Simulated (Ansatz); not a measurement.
# La on Hf(0001): change of the work function, part 2 of 3

Aim: the work function of Hf(0001) at several coverages of La (fcc site), and the dipole that each adsorbate carries.

Ansatz 0.2.0; plane-wave DFT, PBE, Ansatz PAW.

So far, work function, upper face (eV): step 2 (the clean slab) 4.33.

**3. Adsorbate added, k-mesh 4×4×1, coverage 0.111 ML**

System of this step: La/Hf(0001). The cell holds 37 atoms: 36 Hf and 1 La. Its edges and angles: a = 9.600 Å, b = 9.600 Å, c = 29.024 Å, α = 90.0°, β = 90.0°, γ = 60.0°. Vacuum lies along c.

The clean slab as it ended is repeated in the plane and the adsorbate is set on one face; the cell's size fixes the coverage, and the k-mesh shrinks with it to keep the sampling density about even. Adsorbate and upper layers relax, since the dipole depends on the height.

Contents of input.yaml:

```yaml
crystal:
  lattice:
    - [9.6, 0.0, 0.0]
    - [4.8, 8.3138438763, 0.0]
    - [0.0, 0.0, 29.0240821774]
  atoms:
    - { symbol: Hf, position: [0.2222222222, 0.2222222222, 0.3100873249] }
    - { symbol: Hf, position: [0.0, 0.0, 0.3972976623] }
    - { symbol: Hf, position: [0.2222222222, 0.2222222222, 0.4882431071] }
    - { symbol: Hf, position: [0.0, 0.0, 0.5702235903] }
    - { symbol: Hf, position: [0.2222222222, 0.5555555556, 0.3100873249] }
    - { symbol: Hf, position: [0.0, 0.3333333333, 0.3972976623] }
    - { symbol: Hf, position: [0.2222222222, 0.5555555556, 0.4882431071] }
    - { symbol: Hf, position: [0.0, 0.3333333333, 0.5702235903] }
    - { symbol: Hf, position: [0.2222222222, 0.8888888889, 0.3100873249] }
    - { symbol: Hf, position: [0.0, 0.6666666667, 0.3972976623] }
    - { symbol: Hf, position: [0.2222222222, 0.8888888889, 0.4882431071] }
    - { symbol: Hf, position: [0.0, 0.6666666667, 0.5702235903] }
    - { symbol: Hf, position: [0.5555555556, 0.2222222222, 0.3100873249] }
    - { symbol: Hf, position: [0.3333333333, 0.0, 0.3972976623] }
    - { symbol: Hf, position: [0.5555555556, 0.2222222222, 0.4882431071] }
    - { symbol: Hf, position: [0.3333333333, 0.0, 0.5702235903] }
    - { symbol: Hf, position: [0.5555555556, 0.5555555556, 0.3100873249] }
    - { symbol: Hf, position: [0.3333333333, 0.3333333333, 0.3972976623] }
    - { symbol: Hf, position: [0.5555555556, 0.5555555556, 0.4882431071] }
    - { symbol: Hf, position: [0.3333333333, 0.3333333333, 0.5702235903] }
    - { symbol: Hf, position: [0.5555555556, 0.8888888889, 0.3100873249] }
    - { symbol: Hf, position: [0.3333333333, 0.6666666667, 0.3972976623] }
    - { symbol: Hf, position: [0.5555555556, 0.8888888889, 0.4882431071] }
    - { symbol: Hf, position: [0.3333333333, 0.6666666667, 0.5702235903] }
    - { symbol: Hf, position: [0.8888888889, 0.2222222222, 0.3100873249] }
    - { symbol: Hf, position: [0.6666666667, 0.0, 0.3972976623] }
    - { symbol: Hf, position: [0.8888888889, 0.2222222222, 0.4882431071] }
    - { symbol: Hf, position: [0.6666666667, 0.0, 0.5702235903] }
    - { symbol: Hf, position: [0.8888888889, 0.5555555556, 0.3100873249] }
    - { symbol: Hf, position: [0.6666666667, 0.3333333333, 0.3972976623] }
    - { symbol: Hf, position: [0.8888888889, 0.5555555556, 0.4882431071] }
    - { symbol: Hf, position: [0.6666666667, 0.3333333333, 0.5702235903] }
    - { symbol: Hf, position: [0.8888888889, 0.8888888889, 0.3100873249] }
    - { symbol: Hf, position: [0.6666666667, 0.6666666667, 0.3972976623] }
    - { symbol: Hf, position: [0.8888888889, 0.8888888889, 0.4882431071] }
    - { symbol: Hf, position: [0.6666666667, 0.6666666667, 0.5702235903] }
    - { symbol: La, position: [0.1111111111, 0.1111111111, 0.6899126751] }
kpoints:
  mp_grid: { grid: [4, 4, 1] }
hamiltonian:
  xc: pbe
scf:
  occupations: { method: fermi_dirac, width: 0.1 }
  convergence: { dr2_threshold: 1.0e-08 }
efield:
  axis: 3
  dipole_correction: true
  ramp_position: 0.97
  ramp_width: 0.06
relax:
  f_tol: 0.02
  max_steps: 60
  constraints:
    - { sites: [0, 1, 4, 5, 8, 9, 12, 13, 16, 17, 20, 21, 24, 25, 28, 29, 32, 33] }
output:
  write_potential: true
  write_density: true
  volumetric_format: npy
```

Started as:

```
$ ansatz run input.yaml --threads 4 --pin off --max-ram 16384MiB --backend cpu --events-out ev --progress --plain --runs-dir out
```

Standard output:

```text
[...]
Crystal: 37 atoms, lattice volume = 2316.496 Å³
Basis set: ecut = 420 eV, 45199 PW (Γ), exchange–correlation on 144×144×400 points (8 copies of the dense FFT grid, shifted against one another)
Bands: 569, of which v1, the nominal top of the filled ones, is band 474 counted from 1 (473 counted from 0)
Symmetry: 6 space group operations
[...]
k-points: 4 of 16 (time reversal used)
[...]
SCF iter   1: F=—  HF=-572202.020175 eV  |F-HF|=—  |Δ(HF+E_count)|=         —  Δρ=7.07e-3  dr2=2.58e1  ethr=1.77e-3  p=0.631 e·Å  D=4.93e-2 V/Å  ΔV_dip=-1.43 eV  dr2_dipole=1.91e0  V_vac-E_F(+/−)=2.98/4.41 eV  ⟨swp⟩=5.8  Hψ=7462  notcnv=0  defer=7
[...]
SCF iter  19: F=-572201.270287 eV  HF=-572201.270287 eV  |F-HF|=9.31e-10  |Δ(HF+E_count)|=   3.38e-9  Δρ=1.63e-7  dr2=1.48e-9  ethr=1.06e-12  p=0.813 e·Å  D=6.35e-2 V/Å  ΔV_dip=-1.84 eV  dr2_dipole=4.87e-11  V_vac-E_F(+/−)=2.53/4.37 eV  ⟨swp⟩=11.0  Hψ=20056  notcnv=0
SCF 1 converged in 19 iterations: F = -572201.270287 eV  dr2 = 1.48e-9
[...]
relax step   1: F+E_penalty+E_count = -572201.27028670 eV  Δ(F+E_penalty+E_count) = +0.000e0 eV  max|allowed force component| = 2.148e0 eV/Å  Δτ_max = 0.0000 Å  (19 SCF iters, accepted)
[...]
SCF iter  12: F=-572201.761550 eV  HF=-572201.761550 eV  |F-HF|=3.96e-9  |Δ(HF+E_count)|=   8.85e-9  Δρ=3.41e-7  dr2=5.29e-9  ethr=1.06e-12  p=0.781 e·Å  D=6.10e-2 V/Å  ΔV_dip=-1.77 eV  dr2_dipole=7.34e-10  V_vac-E_F(+/−)=2.60/4.37 eV  ⟨swp⟩=9.5  Hψ=20394  notcnv=0
SCF 2 converged in 12 iterations: F = -572201.761550 eV  dr2 = 5.29e-9
[...]
relax step   2: F+E_penalty+E_count = -572201.76154982 eV  Δ(F+E_penalty+E_count) = -4.913e-1 eV  max|allowed force component| = 2.018e0 eV/Å  Δτ_max = 0.1948 Å  (12 SCF iters, accepted)
SCF iter   1: F=—  HF=-572202.213621 eV  |F-HF|=—  |Δ(HF+E_count)|=         —  Δρ=2.24e-3  dr2=1.55e0  ethr=8.45e-4  p=0.781 e·Å  D=6.10e-2 V/Å  ΔV_dip=-1.77 eV  dr2_dipole=4.69e-1  V_vac-E_F(+/−)=2.61/4.38 eV  ⟨swp⟩=3.8  Hψ=3712  notcnv=0  defer=28
[...]
SCF iter  13: F=-572202.149959 eV  HF=-572202.149959 eV  |F-HF|=1.05e-9  |Δ(HF+E_count)|=   5.47e-9  Δρ=9.80e-8  dr2=5.40e-10  ethr=1.06e-12  p=0.728 e·Å  D=5.68e-2 V/Å  ΔV_dip=-1.65 eV  dr2_dipole=3.58e-11  V_vac-E_F(+/−)=2.72/4.37 eV  ⟨swp⟩=10.5  Hψ=17640  notcnv=0
SCF 3 converged in 13 iterations: F = -572202.149959 eV  dr2 = 5.40e-10
relax step   3: F+E_penalty+E_count = -572202.14995872 eV  Δ(F+E_penalty+E_count) = -3.884e-1 eV  max|allowed force component| = 1.604e0 eV/Å  Δτ_max = 0.1934 Å  (13 SCF iters, accepted)
[...]
relax step   4: F+E_penalty+E_count = -572202.42611640 eV  Δ(F+E_penalty+E_count) = -2.762e-1 eV  max|allowed force component| = 9.334e-1 eV/Å  Δτ_max = 0.1970 Å  (11 SCF iters, accepted)
[...]
relax step   5: F+E_penalty+E_count = -572202.56418986 eV  Δ(F+E_penalty+E_count) = -1.381e-1 eV  max|allowed force component| = 5.248e-1 eV/Å  Δτ_max = 0.2000 Å  (10 SCF iters, accepted)
[...]
relax step   6: F+E_penalty+E_count = -572202.59429864 eV  Δ(F+E_penalty+E_count) = -3.011e-2 eV  max|allowed force component| = 3.100e-1 eV/Å  Δτ_max = 0.1333 Å  (10 SCF iters, accepted)
[...]
relax step   7: F+E_penalty+E_count = -572202.60309886 eV  Δ(F+E_penalty+E_count) = -8.800e-3 eV  max|allowed force component| = 2.411e-2 eV/Å  Δτ_max = 0.0424 Å  (9 SCF iters, accepted)
SCF iter   1: F=—  HF=-572202.605477 eV  |F-HF|=—  |Δ(HF+E_count)|=         —  Δρ=1.17e-4  dr2=2.10e-3  ethr=1.52e-5  p=0.591 e·Å  D=4.62e-2 V/Å  ΔV_dip=-1.34 eV  dr2_dipole=2.62e-4  V_vac-E_F(+/−)=3.04/4.38 eV  ⟨swp⟩=1.2  Hψ=2656  notcnv=0  defer=29
[...]
SCF iter   7: F=-572202.603293 eV  HF=-572202.603293 eV  |F-HF|=1.84e-8  |Δ(HF+E_count)|=   1.24e-7  Δρ=4.11e-7  dr2=6.97e-9  ethr=1.06e-12  p=0.590 e·Å  D=4.61e-2 V/Å  ΔV_dip=-1.34 eV  dr2_dipole=3.29e-10  V_vac-E_F(+/−)=3.04/4.37 eV  ⟨swp⟩=9.5  Hψ=20655  notcnv=0
SCF 8 converged in 7 iterations: F = -572202.603293 eV  dr2 = 6.97e-9
relax step   8: F+E_penalty+E_count = -572202.60329345 eV  Δ(F+E_penalty+E_count) = -1.946e-4 eV  max|allowed force component| = 6.137e-3 eV/Å  Δτ_max = 0.0047 Å  (7 SCF iters, accepted)
NSCF: frozen V_eff on 4 k-points
[...]
SCF converged after 7 iterations
Free energy (F): -572202.603293 eV
[...]
Internal energy: -572200.880147 eV  (E = F + TS)
E sigma→0 (E₀):  -572201.741720 eV
Entropy (-TS):   -1.723147 eV (-46.572 meV/atom)
Fermi energy:    4.834935 eV
Dipole field:    D = 0.046109 V/Å  (p = 0.590283 e·Å, saw-weighted, corrected)
Work function:   Φ+ = 3.0368 eV   Φ− = 4.3751 eV
[...]
--- Forces (eV/Å), atoms counted from 1 ---
  atom   1  Hf    -0.01584473    -0.00914796     0.61093120
  atom   2  Hf    -0.04549302    -0.02626541    -0.72719856
  atom   3  Hf    -0.00484634    -0.00279803     0.00056981
  atom   4  Hf     0.00157098     0.00090701    -0.00392004
  atom   5  Hf    -0.01144463     0.00660756     0.67982530
  atom   6  Hf    -0.00000000     0.05253082    -0.72719856
  atom   7  Hf     0.00044762    -0.00025843    -0.00077294
  atom   8  Hf     0.00000000    -0.00181401    -0.00392004
  atom   9  Hf     0.00000000     0.01829592     0.61093120
  atom  10  Hf     0.05621424    -0.03245531    -0.57148405
  atom  11  Hf     0.00000000     0.00559607     0.00056981
  atom  12  Hf     0.00141549    -0.00081724     0.00308380
  atom  13  Hf     0.00000000    -0.01321511     0.67982530
  atom  14  Hf     0.04549302    -0.02626541    -0.72719856
  atom  15  Hf    -0.00000000     0.00051687    -0.00077294
  atom  16  Hf    -0.00157098     0.00090701    -0.00392004
  atom  17  Hf     0.01144463     0.00660756     0.67982530
  atom  18  Hf     0.09127153     0.05269564    -0.64104321
  atom  19  Hf    -0.00044762    -0.00025843    -0.00077294
  atom  20  Hf     0.00531467     0.00306843     0.00317164
  atom  21  Hf    -0.00703708     0.00406286     0.64845460
  atom  22  Hf    -0.00000000    -0.10539129    -0.64104321
  atom  23  Hf    -0.00253067     0.00146108    -0.00180066
  atom  24  Hf     0.00000000    -0.00613686     0.00317164
  atom  25  Hf     0.01584473    -0.00914796     0.61093120
  atom  26  Hf    -0.00000000     0.06491061    -0.57148405
  atom  27  Hf     0.00484634    -0.00279803     0.00056981
  atom  28  Hf    -0.00000000     0.00163447     0.00308380
  atom  29  Hf     0.00000000    -0.00812572     0.64845460
  atom  30  Hf    -0.09127153     0.05269564    -0.64104321
  atom  31  Hf     0.00000000    -0.00292216    -0.00180066
  atom  32  Hf    -0.00531467     0.00306843     0.00317164
  atom  33  Hf     0.00703708     0.00406286     0.64845460
  atom  34  Hf    -0.05621424    -0.03245531    -0.57148405
  atom  35  Hf     0.00253067     0.00146108    -0.00180066
  atom  36  Hf    -0.00141549    -0.00081724     0.00308380
  atom  37  La    -0.00000000     0.00000000     0.00055259
  max |Σ_I F_I| component: 3.31e-6 eV/Å
--- Band table (eV) ---
  k-point 0: bands = [... 470 lower, 4.8217, 4.8217, 4.8310, 4.8582, 4.8582, 4.8790, 4.8852, 4.8852, ... 91 higher]
  k-point 1: bands = [... 470 lower, 4.6899, 4.7763, 4.8053, 4.8142, 4.8519, 4.8630, 4.8819, 4.9652, ... 91 higher]
  k-point 2: bands = [... 470 lower, 4.7083, 4.7871, 4.7914, 4.8159, 4.8308, 4.8649, 5.0488, 5.0865, ... 91 higher]
  k-point 3: bands = [... 470 lower, 4.7296, 4.7749, 4.7815, 4.8335, 4.8682, 4.9014, 4.9552, 5.0607, ... 91 higher]
--- Relaxed structure (8 steps of the walk, 8 accepted, 0 SCFs on fresh bases) ---
  F+E_penalty+E_count = -572202.60329345 eV   max|allowed force component| = 6.137e-3 eV/Å
  atoms:
    - { symbol: Hf, position: [0.222222, 0.222222, 0.3100873249] }
    - { symbol: Hf, position: [1.111110e-11, 1.111110e-11, 0.3972976623] }
    - { symbol: Hf, position: [0.223818, 0.223818, 0.485946] }
    - { symbol: Hf, position: [0.00283075, 0.00283075, 0.567287] }
    - { symbol: Hf, position: [0.222222, 0.555556, 0.3100873249] }
    - { symbol: Hf, position: [1.111111e-11, 0.333333, 0.3972976623] }
    - { symbol: Hf, position: [0.221617, 0.555858, 0.490301] }
    - { symbol: Hf, position: [0.00283075, 0.327672, 0.567287] }
    - { symbol: Hf, position: [0.222222, 0.888889, 0.3100873249] }
    - { symbol: Hf, position: [-2.222222e-11, 0.666667, 0.3972976623] }
    - { symbol: Hf, position: [0.223818, 0.885697, 0.485946] }
    - { symbol: Hf, position: [-0.00158765, 0.667460, 0.572746] }
    - { symbol: Hf, position: [0.555556, 0.222222, 0.3100873249] }
    - { symbol: Hf, position: [0.333333, 1.111110e-11, 0.3972976623] }
    - { symbol: Hf, position: [0.555858, 0.221617, 0.490301] }
    - { symbol: Hf, position: [0.327672, 0.00283075, 0.567287] }
    - { symbol: Hf, position: [0.555556, 0.555556, 0.3100873249] }
    - { symbol: Hf, position: [0.333333, 0.333333, 0.3972976623] }
    - { symbol: Hf, position: [0.555858, 0.555858, 0.490301] }
    - { symbol: Hf, position: [0.328218, 0.328218, 0.573078] }
    - { symbol: Hf, position: [0.555556, 0.888889, 0.3100873249] }
    - { symbol: Hf, position: [0.333333, 0.666667, 0.3972976623] }
    - { symbol: Hf, position: [0.559640, 0.886847, 0.488137] }
    - { symbol: Hf, position: [0.328218, 0.676897, 0.573078] }
    - { symbol: Hf, position: [0.888889, 0.222222, 0.3100873249] }
    - { symbol: Hf, position: [0.666667, -2.222223e-11, 0.3972976623] }
    - { symbol: Hf, position: [0.885697, 0.223818, 0.485946] }
    - { symbol: Hf, position: [0.667460, -0.00158765, 0.572746] }
    - { symbol: Hf, position: [0.888889, 0.555556, 0.3100873249] }
    - { symbol: Hf, position: [0.666667, 0.333333, 0.3972976623] }
    - { symbol: Hf, position: [0.886847, 0.559640, 0.488137] }
    - { symbol: Hf, position: [0.676897, 0.328218, 0.573078] }
    - { symbol: Hf, position: [0.888889, 0.888889, 0.3100873249] }
    - { symbol: Hf, position: [0.666667, 0.666667, 0.3972976623] }
    - { symbol: Hf, position: [0.886847, 0.886847, 0.488137] }
    - { symbol: Hf, position: [0.667460, 0.667460, 0.572746] }
    - { symbol: La, position: [0.111111, 0.111111, 0.659606] }
```

It took 48 min on 4 threads of Arm Neoverse V1, shared host; peak memory 7.8 GiB; 3.1 h of CPU time.

Step by step:

| step | energy less that of the first step (eV) | largest force component (eV/Å) |
| --- | --- | --- |
| 1 | 0.0000 | 2.1480 |
| 2 | -0.4913 | 2.0185 |
| 3 | -0.8797 | 1.6039 |
| 4 | -1.1558 | 0.9334 |
| 5 | -1.2939 | 0.5248 |
| 6 | -1.3240 | 0.3100 |
| 7 | -1.3328 | 0.0241 |
| 8 | -1.3330 | 0.0061 |

Forces are held to the 6 operations that the program found; a distortion that breaks them can't arise in this run.

The atoms that moved most (Å):

| atom | dx | dy | dz | length |
| --- | --- | --- | --- | --- |
| La37 | 0.000 | 0.000 | -0.880 | 0.880 |
| Hf20 | -0.074 | -0.043 | 0.083 | 0.119 |
| Hf24 | 0.000 | 0.085 | 0.083 | 0.119 |
| Hf32 | 0.074 | -0.043 | 0.083 | 0.119 |
| Hf16 | -0.041 | 0.024 | -0.085 | 0.097 |
| Hf8 | 0.000 | -0.047 | -0.085 | 0.097 |
| Hf4 | 0.041 | 0.024 | -0.085 | 0.097 |
| Hf36 | 0.011 | 0.007 | 0.073 | 0.074 |

Final coordinates:

```
Hf La
1.0
     9.60000    0.00000    0.00000
     4.80000    8.31384    0.00000
     0.00000    0.00000   29.02408
Hf La
36 1
Cartesian
  3.2000 1.8475 9.0000
  0.0000 0.0000 11.5312
  3.2230 1.8608 14.1042
  0.0408 0.0235 16.4650
  4.8000 4.6188 9.0000
  1.6000 2.7713 11.5312
  4.7956 4.6213 14.2305
  1.6000 2.7242 16.4650
  6.4000 7.3901 9.0000
  3.2000 5.5426 11.5312
  6.4000 7.3635 14.1042
  3.1886 5.5492 16.6234
  6.4000 1.8475 9.0000
  3.2000 0.0000 11.5312
  6.4000 1.8425 14.2305
  3.1592 0.0235 16.4650
  8.0000 4.6188 9.0000
  4.8000 2.7713 11.5312
  8.0044 4.6213 14.2305
  4.7263 2.7288 16.6331
  9.6000 7.3901 9.0000
  6.4000 5.5426 11.5312
  9.6294 7.3731 14.1677
  6.4000 5.6276 16.6331
  9.6000 1.8475 9.0000
  6.4000 0.0000 11.5312
  9.5770 1.8608 14.1042
  6.4000 -0.0132 16.6234
  11.2000 4.6188 9.0000
  8.0000 2.7713 11.5312
  11.2000 4.6528 14.1677
  8.0737 2.7288 16.6331
  12.8000 7.3901 9.0000
  9.6000 5.5426 11.5312
  12.7706 7.3731 14.1677
  9.6114 5.5492 16.6234
  1.6000 0.9238 19.1445
```

Read from the output:

```
energy at zero smearing        : -572201.7417 eV
work function, upper face      : 3.037 eV
work function, lower face      : 4.375 eV
dipole along the normal        : 0.5903 e·Å
step between the vacuum levels : -1.338 eV
```

Running mean over 2.5312 Å of the planar mean; the ramp of the sawtooth is left out. Table of electron's electrostatic potential energy less the Fermi level by z:

| z (Å) | electron's electrostatic potential energy less the Fermi level (eV) |
| --- | --- |
| 3.5 | 4.37 |
| 4.0 | 4.37 |
| 4.5 | 4.37 |
| 5.0 | 4.35 |
| 5.5 | 4.29 |
| 6.0 | 4.12 |
| 6.5 | 3.64 |
| 7.0 | 2.30 |
| 7.5 | -0.571 |
| 8.0 | -4.05 |
| 8.5 | -6.60 |
| 9.0 | -7.42 |
| 9.5 | -7.41 |
| 10.0 | -7.30 |
| 10.5 | -7.25 |
| 11.0 | -7.26 |
| 11.5 | -7.25 |
| 12.0 | -7.08 |
| 12.5 | -6.77 |
| 13.0 | -6.70 |
| 13.5 | -6.91 |
| 14.0 | -7.23 |
| 14.5 | -7.54 |
| 15.0 | -7.93 |
| 15.5 | -8.01 |
| 16.0 | -7.79 |
| 16.5 | -7.43 |
| 17.0 | -6.77 |
| 17.5 | -4.83 |
| 18.0 | -2.00 |
| 18.5 | 0.392 |
| 19.0 | 1.46 |
| 19.5 | 1.76 |
| 20.0 | 2.00 |
| 20.5 | 2.35 |
| 21.0 | 2.71 |
| 21.5 | 2.92 |
| 22.0 | 2.99 |
| 22.5 | 3.02 |
| 23.0 | 3.03 |
| 23.5 | 3.03 |
| 24.0 | 3.04 |
| 24.5 | 3.04 |
| 25.0 | 3.04 |
| 25.5 | 3.04 |

The relaxation took 8 steps and lowered the energy by 1.3 eV; the largest force on the free atoms ends at 0.0061 eV/Å.

The covered face has 3.04 eV, -1.30 eV against the clean one; the bare back face has moved by -0.01 eV, a measure of how thin the slab is.

[end of part 2 of 3]

[Long decimals in the printed logs are rounded to 6 places.]

[Logs are printed without paths, hosts, clocks, repeated set-up lines and the standing remarks that a program may print on its own settings, such as how far it seeks lower states.]

[Hosts, paths, dates, database ids (printed as entryN), source tags and the programs' standing remarks are cut or masked in the printed files.]

[Maps of the electrostatic potential energy from Ansatz leave out the sawtooth potential of an applied field or a dipole correction, so their vacuum need not be flat; planar profiles and work functions include it.]
